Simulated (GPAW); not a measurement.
## A GW chain in GPAW: RbCaH3 (Pm-3m)

Aim: the G0W0 gap of RbCaH3 (Pm-3m) on LDA, step by step.

Program: GPAW 26.7.0. Level of theory: LDA and many-body steps on it, plane waves. Results are calculated unless marked as measured.

Most raw output is cut from this account.

## 1. The starting structure

The structure is cubic, space group Pm-3m (No. 221). The conventional cell has a = 4.547 Å, b = 4.547 Å, c = 4.547 Å, α = 90.00°, β = 90.00°, γ = 90.00°. Nearest to Rb lie 12 H at 3.22 Å. Nearest to Ca lie 6 H at 2.27 Å. Nearest to H lie 2 Ca at 2.27 Å and 8 H at 3.22 Å and 4 Rb at 3.22 Å. Farther neighbours are not listed.

Coordinates:

```
Rb Ca H
1.0
     4.54700    0.00000    0.00000
     0.00000    4.54700    0.00000
     0.00000    0.00000    4.54700
Rb Ca H
1 1 3
Direct
  0.00000 0.00000 0.00000
  0.50000 0.50000 0.50000
  0.00000 0.50000 0.50000
  0.50000 0.00000 0.50000
  0.50000 0.50000 0.00000
```

The cell and positions come from the Crystallography Open Database and are kept as given unless a step says otherwise.

## 2. Ground state

This step: GPAW 26.7.0; DFT, LDA, plane waves, PAW.

The ground-state density comes first.

run.py

```python
import json
import numpy as np
from gpaw.mpi import world
from ase import Atoms
from gpaw import GPAW, PW, FermiDirac

atoms = Atoms(['Rb', 'Ca', 'H', 'H', 'H'],
    cell=[[4.5470000000, 0.0000000000, 0.0000000000],
      [0.0000000000, 4.5470000000, 0.0000000000],
      [0.0000000000, 0.0000000000, 4.5470000000]],
    scaled_positions=[[0.0000000000, 0.0000000000, 0.0000000000],
      [0.5000000000, 0.5000000000, 0.5000000000],
      [0.0000000000, 0.5000000000, 0.5000000000],
      [0.5000000000, 0.0000000000, 0.5000000000],
      [0.5000000000, 0.5000000000, 0.0000000000]],
    pbc=(True, True, True))
calc = GPAW(mode=PW(600),
    xc='LDA',
    kpts={'size': (6, 6, 6), 'gamma': True},
    occupations=FermiDirac(0.001),
    nbands=-8,
    convergence={'density': 1e-6, 'bands': -3},
    maxiter=100,
    txt='gs.txt')
atoms.calc = calc
res = {'energy': atoms.get_potential_energy()}
kpts = calc.get_ibz_k_points()
res['kpts'] = kpts
res['eigenvalues'] = [calc.get_eigenvalues(kpt=k) for k in range(len(kpts))]
res['n_electrons'] = calc.get_number_of_electrons()
calc.write('gs.gpw')

if world.rank == 0:
    with open('result.json', 'w') as f:
        json.dump(res, f, default=lambda x: x.tolist())
```

Launch:

```sh
> mpirun -n 4 gpaw python run.py
```

Run time: 11 s. Hardware: 4 MPI ranks of Arm Neoverse V1, shared host; peak memory 0.7 GiB.

This step gave:

* total energy: -15.90 eV
* gap: 2.949 eV
* k of the valence top: 0.5, 0.5, 0
* k of the conduction bottom: 0.5, 0.5, 0
* least direct gap: 2.949 eV

The gap is direct, at (0.500, 0.500, 0.000).

## 3. Empty states on the mesh, 4×4×4 mesh, 121 bands

The sums over transitions need many empty states on a uniform mesh; this step solves for them.

run.py

```python
import json
import numpy as np
from gpaw.mpi import world
from gpaw import GPAW

calc = GPAW('gs.gpw').fixed_density(kpts={'size': (4, 4, 4), 'gamma': True},
    nbands=141,
    convergence={'bands': 121},
    txt='nscf.txt')
calc.write('full.gpw', mode='all')
res = {}
kpts = calc.get_ibz_k_points()
res['kpts'] = kpts
res['eigenvalues'] = [calc.get_eigenvalues(kpt=k) for k in range(len(kpts))]
res['n_electrons'] = calc.get_number_of_electrons()

if world.rank == 0:
    with open('result.json', 'w') as f:
        json.dump(res, f, default=lambda x: x.tolist())
```

Launch:

```sh
> mpirun -n 4 gpaw python run.py
```

The job ended after 38 s (4 MPI ranks; peak memory 0.77 GiB).

Numbers from this step:

| Item | Value |
| --- | --- |
| gap | 2.949 eV |
| k of the valence top | 0.5, 0.5, 0 |
| k of the conduction bottom | 0.5, 0.5, 0 |
| least direct gap | 2.949 eV |
| k points computed | 10 |
| lowest point of the top converged band, above the valence top | 58.6534 eV |

On this mesh the gap is 2.949 eV.

## 4. Screening and self-energy, 4×4×4 mesh, 111 bands, screening to 65 eV

Now the one-shot GW correction: screening in the RPA, then the self-energy of the levels asked for.

This step: G0W0 on LDA, plane waves, PAW.

run.py

```python
import json
import numpy as np
from gpaw.mpi import world
from gpaw.response.g0w0 import G0W0

gw = G0W0('full.gpw',
    filename='gw',
    kpts=[0, 7],
    bands=(9, 13),
    ecut=65,
    nbands=111,
    integrate_gamma='WS',
    ppa=True)
gw.calculate()
res = {mode: {k: v for k, v in r.items() if k != 'sigma_eskwn'}
       for mode, r in gw.all_results.items()}

if world.rank == 0:
    with open('result.json', 'w') as f:
        json.dump(res, f, default=lambda x: x.tolist())
```

Launch:

```sh
> mpirun -n 4 gpaw python run.py
```

Elapsed: 51 s, on 4 MPI ranks; peak memory 1.3 GiB; 3.4 min of CPU time.

Numbers from this step:

```
G0W0 gap on the points computed              : 5.630 eV
least direct G0W0 gap on the computed points : 5.630 eV
Z at the valence top                         : 0.7920
Z at the conduction bottom                   : 0.8370
starting gap on the mesh                     : 2.949 eV
k of the valence top                         : 0.5, 0.5, 0
k of the conduction bottom                   : 0.5, 0.5, 0
```

The gap on the mesh goes from 2.95 eV to 5.63 eV, a correction of +2.68 eV.

Limits: finite bands, cutoff and mesh; no spin-orbit coupling. v1 is the top filled band, c1 the lowest empty one. Levels before and after the correction, in eV, zero at the valence-band top of each column:

|  | conduction bottom | valence top |
| --- | --- | --- |
| Kohn-Sham | 2.95 | 0.00 |
| G0W0 | 5.63 | 0.00 |

```
                       level  energy (eV)
Kohn-Sham  (0.5 0.5 0) v2-v1        0.000
Kohn-Sham     (0.5 0.5 0) c1        2.949
Kohn-Sham     (0.5 0.5 0) c2        4.845
     G0W0  (0.5 0.5 0) v2-v1        0.000
     G0W0     (0.5 0.5 0) c1        5.630
     G0W0     (0.5 0.5 0) c2        8.296
```

## 5. Where the time went

Times are wall times on 4 MPI ranks of Arm Neoverse V1, shared host, good to a factor of about two.

```csv
step,time,share,memory (GiB)
ground state,11 s,11 %,0.7
empty states on the mesh,38 s,38 %,0.77
screening and self-energy,51 s,51 %,1.3
```

## 6. Outcome

```
LDA gap              : 2.95 eV, direct
G0W0 gap on the mesh : 5.63 eV
GW settings          : 4×4×4 mesh, 111 bands, screening to 65 eV, Godby-Needs plasmon pole
known limits         : not at the basis limit; no spin-orbit coupling
```

In words: G0W0 moves the gap on the mesh from 2.95 eV to 5.63 eV (+2.68 eV), with Z of 0.79 and 0.84 at the edges. Only 2 of the mesh's irreducible points were corrected, so a valley elsewhere could overtake. Bands and cutoff are finite, so the gap is not at the basis limit. The miss can reach some tenths of an eV and take either sign; the mesh is an error of its own. These stock PAW sets were not made for GW. In the G0W0 run levels were corrected at 2 k points alone, so a gap called «on the mesh» is the least over those, and an edge elsewhere would be missed. This is the ideal cubic cell; many perovskites, halides above all, are cubic only on average, and local tilts or off-centring can widen the gap. The many-body steps are scalar-relativistic: spin-orbit coupling is not in them.

[Paths, hosts, dates, memory and timing lines, banners, echoed tables and standing remarks are left out of the program output.]

[Logs are printed without paths, hosts, clocks, repeated set-up lines and the standing remarks that a program may print on its own settings, such as how far it seeks lower states.]

[Runs of the session that timed out or met a known fault of the program may be left out.]

[Hosts, paths, dates, database ids (printed as entryN), source tags and the programs' standing remarks are cut or masked in the printed files.]
